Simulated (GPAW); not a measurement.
Consider Fe2C (Pnnm).

```xyz
6
Lattice="4.2710 0.0000 0.0000 0.0000 4.7220 0.0000 0.0000 0.0000 2.8350" Properties=species:S:1:pos:R:3 pbc="T T T"
Fe    3.2159    3.9724    1.4175
Fe    1.0551    0.7496    1.4175
Fe    3.1906    1.6114    0.0000
Fe    1.0804    3.1106    0.0000
C     2.1355    2.3610    1.4175
C     0.0000    0.0000    0.0000
```

Absorber: atom 5, with 4 Fe at 1.92 Å and 2 Fe at 1.94 Å (octahedral, site symmetry 2/m). Method: GPAW, LDA, excited-electron core hole (neutral cell), 12-atom cell with 5.1 Å between holes, 5×5×5 k points, dipole transitions, Gaussian full width 0.9 eV up to 4 eV, rising linearly to 3.5 eV at 25 eV.

Q: Predict the near-edge structure at the C K edge.

Main maxima up to 24 eV above the zero (height): 1.9 eV (3.16), 5.8 eV (1.10), 9.1 eV (1.18) and 17.7 eV (0.95). A K edge sees empty p states; the first features are C p mixed into the empty d states of the Fe neighbours, and the broad ones above probably into the cations' higher empty bands. The total-energy difference is 279.86 eV. The functional leaves an error in such absolute values: in the free atom LDA prices this hole 2.9 eV below PBE (computed apart), and PBE is itself good to a few eV.

The C K spectrum (energy from the lowest empty level; intensity scaled to a mean of 1 over the first 20 eV; polarised curves are means over the symmetry-equivalent atoms):

| E (eV) | isotropic | ε ∥ x | ε ∥ y | ε ∥ z |
| --- | --- | --- | --- | --- |
| -2.00 | 0.00 | 0.00 | 0.00 | 0.00 |
| -1.25 | 0.00 | 0.00 | 0.00 | 0.00 |
| -0.50 | 0.10 | 0.08 | 0.13 | 0.09 |
| 0.25 | 0.81 | 0.85 | 0.97 | 0.63 |
| 1.00 | 2.04 | 2.65 | 2.08 | 1.40 |
| 1.75 | 3.08 | 3.52 | 2.99 | 2.72 |
| 2.50 | 2.48 | 2.09 | 2.28 | 3.06 |
| 3.25 | 1.02 | 0.43 | 0.83 | 1.81 |
| 4.00 | 0.45 | 0.24 | 0.21 | 0.91 |
| 4.75 | 0.62 | 0.73 | 0.50 | 0.62 |
| 5.50 | 1.04 | 1.48 | 1.34 | 0.29 |
| 6.25 | 0.94 | 1.21 | 1.49 | 0.12 |
| 7.00 | 0.45 | 0.58 | 0.63 | 0.13 |
| 7.75 | 0.63 | 0.77 | 0.73 | 0.40 |
| 8.50 | 1.06 | 0.89 | 1.45 | 0.84 |
| 9.25 | 1.17 | 0.74 | 1.50 | 1.27 |
| 10.00 | 0.99 | 0.67 | 0.96 | 1.34 |
| 10.75 | 0.85 | 0.92 | 0.61 | 1.02 |
| 11.50 | 0.82 | 1.16 | 0.52 | 0.79 |
| 12.25 | 0.75 | 1.01 | 0.47 | 0.76 |
| 13.00 | 0.63 | 0.71 | 0.42 | 0.75 |
| 13.75 | 0.59 | 0.59 | 0.41 | 0.78 |
| 14.50 | 0.66 | 0.63 | 0.47 | 0.87 |
| 15.25 | 0.73 | 0.68 | 0.60 | 0.91 |
| 16.00 | 0.78 | 0.69 | 0.73 | 0.92 |
| 16.75 | 0.86 | 0.74 | 0.82 | 1.03 |
| 17.50 | 0.94 | 0.82 | 0.82 | 1.19 |
| 18.25 | 0.92 | 0.81 | 0.77 | 1.18 |
| 19.00 | 0.81 | 0.68 | 0.77 | 0.98 |
| 19.75 | 0.70 | 0.49 | 0.87 | 0.74 |
| 20.50 | 0.65 | 0.38 | 0.95 | 0.61 |
| 21.25 | 0.63 | 0.38 | 0.95 | 0.55 |
| 22.00 | 0.60 | 0.46 | 0.84 | 0.49 |
| 22.75 | 0.55 | 0.57 | 0.67 | 0.40 |
| 23.50 | 0.50 | 0.66 | 0.52 | 0.32 |
| 24.25 | 0.47 | 0.71 | 0.44 | 0.27 |
| 25.00 | 0.47 | 0.71 | 0.43 | 0.27 |
| 25.75 | 0.49 | 0.68 | 0.47 | 0.30 |
| 26.50 | 0.50 | 0.65 | 0.53 | 0.33 |
| 27.25 | 0.52 | 0.63 | 0.58 | 0.37 |
| 28.00 | 0.54 | 0.64 | 0.59 | 0.40 |
| 28.75 | 0.56 | 0.66 | 0.58 | 0.45 |
| 29.50 | 0.57 | 0.68 | 0.54 | 0.50 |
| 30.25 | 0.56 | 0.67 | 0.48 | 0.54 |
| 31.00 | 0.53 | 0.63 | 0.42 | 0.56 |
| 31.75 | 0.50 | 0.56 | 0.36 | 0.57 |

The hole lies in one spin channel, while the script sums the empty states of both and takes the lower zero; where the two channels are split, this blurs and shifts the curve. The spins start ferromagnetically in a simple order, which needn't be the measured one; gap and edge can depend on it. The holes are only 5.1 Å apart, so the shape is probably not converged with cell size; no larger cell was run here. The mesh is coarse (0.30 Å⁻¹ between points), so small maxima may be mesh ripples. The structure is a published determination, not relaxed.

[Banner, clock and machine lines of the logs are left out without a mark of their own.]

[Logs are printed without paths, hosts, clocks, repeated set-up lines and the standing remarks that a program may print on its own settings, such as how far it seeks lower states.]

[Hosts, paths, dates, database ids (printed as entryN), source tags and the programs' standing remarks are cut or masked in the printed files.]

[Lists of maxima count a maximum above −3 eV only where it reaches 4 % of the highest in the window and stands out from its surroundings by 2 % of it (1.5 % where it reaches 55 %); shoulders and weaker maxima are passed over, and of the rest the first, up to two pre-edge ones and the few strongest are named.]
